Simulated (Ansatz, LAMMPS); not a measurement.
# Glassy 81SiO2-7Na2O-7CaO-4ZnO (mol %) (78 atoms), step 2 of a relaxation

This is step 2 of a relaxation. Method: Kohn-Sham DFT, PBE, PAW (set soft_2), plane waves (Ansatz 0.2.0); cutoff 420 eV, Γ point, fixed occupations; density 2.54 g/cm³.

Cell vectors (Å):

```
10.237 0.000 0.000
0.000 10.237 0.000
0.000 0.000 10.237
```

Positions in Å, forces in eV/Å:

```csv
atom,x,y,z,fx,fy,fz
Si1,3.127,2.750,5.367,0.450,-0.413,-1.750
Si2,8.286,8.181,5.370,-0.661,-0.901,0.236
Si3,5.972,2.155,6.536,1.648,-0.336,2.516
Si4,9.621,0.291,9.366,2.092,-2.714,0.259
Si5,3.554,5.693,5.658,-0.053,-0.437,0.176
Si6,4.683,5.720,2.890,0.628,0.059,0.078
Si7,9.177,5.663,3.636,0.021,0.769,-0.331
Si8,0.052,8.202,7.481,0.573,-1.289,0.636
Si9,7.168,4.148,1.819,0.723,-0.683,1.648
Si10,0.963,5.811,9.432,0.270,-1.614,-0.459
Si11,2.448,0.695,0.066,0.131,-1.314,0.943
Si12,3.988,5.896,8.684,-0.025,0.605,0.154
Si13,6.433,3.922,9.000,-1.823,0.536,-1.143
Si14,4.670,8.777,9.456,-0.736,0.728,0.321
Si15,5.941,8.570,2.074,0.518,0.821,1.206
Si16,8.883,9.317,1.768,1.099,0.432,-0.530
Si17,9.085,2.062,2.641,0.387,1.707,-0.021
Si18,8.952,3.081,5.484,-1.296,0.575,-0.601
Si19,5.546,9.241,6.490,-1.399,-0.916,0.778
Si20,1.713,9.206,2.639,-1.253,0.608,-0.535
Si21,1.759,6.239,2.239,-0.876,1.779,0.151
Si22,2.547,8.492,5.476,-0.001,1.294,0.216
Na23,6.955,5.612,6.176,-0.052,0.101,-0.017
Na24,7.159,0.643,4.043,-0.120,-0.259,0.274
Na25,2.013,3.115,1.893,0.080,0.057,0.082
Na26,4.272,1.198,2.570,-0.009,0.097,0.140
Ca27,1.836,3.001,8.269,0.014,0.095,0.232
Ca28,0.440,0.649,5.709,0.091,-0.016,0.158
Zn29,8.982,3.341,8.530,0.118,0.024,-0.142
O30,7.602,2.770,2.594,-1.481,0.194,0.051
O31,8.977,9.486,4.963,0.557,2.463,-0.516
O32,7.529,4.605,8.088,0.829,0.374,-0.505
O33,6.633,8.300,5.732,0.670,-0.627,-0.223
O34,2.043,9.451,4.228,-0.146,0.471,0.600
O35,9.050,7.572,6.692,-0.595,-1.077,0.201
O36,4.226,6.000,7.091,0.854,0.782,-0.919
O37,9.414,2.058,4.305,0.005,-1.073,-0.277
O38,2.747,4.315,5.762,-0.764,0.562,0.649
O39,7.362,2.724,5.887,0.386,0.288,-0.798
O40,9.873,2.803,6.717,0.951,-0.309,1.158
O41,2.340,0.112,1.689,0.482,0.757,-0.584
O42,5.523,9.718,3.091,0.089,-0.090,-0.086
O43,8.446,6.974,4.289,-0.175,-0.626,-0.079
O44,5.256,7.127,2.402,-0.084,-0.103,-0.081
O45,5.906,2.592,8.151,0.095,-0.667,-0.251
O46,9.094,9.418,0.167,-0.653,-0.743,-0.138
O47,2.999,2.159,10.177,-0.213,1.038,0.189
O48,7.627,8.391,2.114,-0.532,-0.354,-0.159
O49,4.671,5.613,4.513,1.550,-0.239,0.167
O50,4.748,2.663,5.744,-1.024,1.146,-1.022
O51,2.287,7.777,2.362,1.204,-1.865,-0.389
O52,0.948,0.607,9.723,0.591,0.374,-0.231
O53,5.741,4.608,2.389,-1.371,-0.394,-0.095
O54,5.046,4.813,9.122,0.712,-0.673,1.083
O55,1.322,8.642,6.542,0.398,0.256,-0.216
O56,3.123,5.424,2.471,0.341,-1.144,-0.383
O57,0.138,8.998,2.352,-0.569,-0.417,0.461
O58,0.158,4.449,9.175,0.623,0.228,-0.053
O59,2.478,5.384,8.838,-0.927,-0.911,0.188
O60,6.000,0.528,6.346,0.452,0.540,-0.149
O61,8.676,0.593,2.245,-1.062,-0.916,0.426
O62,2.362,1.831,6.405,-1.029,-0.854,0.987
O63,3.481,9.914,9.550,0.383,-1.006,-0.695
O64,0.521,7.090,8.583,-0.342,1.251,-0.293
O65,2.926,2.503,3.816,0.111,-0.240,0.029
O66,10.141,2.816,1.833,1.087,0.488,-0.638
O67,5.523,8.954,0.562,0.583,0.201,-0.825
O68,2.694,6.957,5.191,-1.192,-1.081,-0.752
O69,4.042,7.283,9.507,-0.223,-0.458,-0.135
O70,1.172,6.085,0.764,-0.275,-0.068,-0.308
O71,8.825,1.537,9.124,-2.196,3.198,-0.563
O72,7.043,3.895,0.254,0.194,-0.657,-0.015
O73,9.088,4.555,4.794,-0.409,-0.479,1.296
O74,9.866,9.641,7.983,-0.645,1.189,0.022
O75,5.531,8.796,8.075,0.237,0.606,-0.138
O76,0.513,5.932,3.253,0.001,-0.191,0.107
O77,8.233,5.213,2.413,0.470,0.797,-1.060
O78,3.961,9.006,6.013,1.508,0.663,0.297
```

The quench rate of 30 K/ps is many orders above laboratory rates, so the cell is likely richer in defects and strain than a real sample. The network of bonds at the start is that of the classical potential that made the cell. Only the Γ point is sampled, in a cell whose shortest periodic width is 10 Å.

The r.m.s. force component is 0.808 eV/Å; the longest force, 3.92 eV/Å, acts on O71. The energy lies 41.7 meV/atom below that of the first step of this run.

[Logs are printed without paths, hosts, clocks, repeated set-up lines and the standing remarks that a program may print on its own settings, such as how far it seeks lower states.]

[Hosts, paths, dates, database ids (printed as entryN), source tags and the programs' standing remarks are cut or masked in the printed files.]
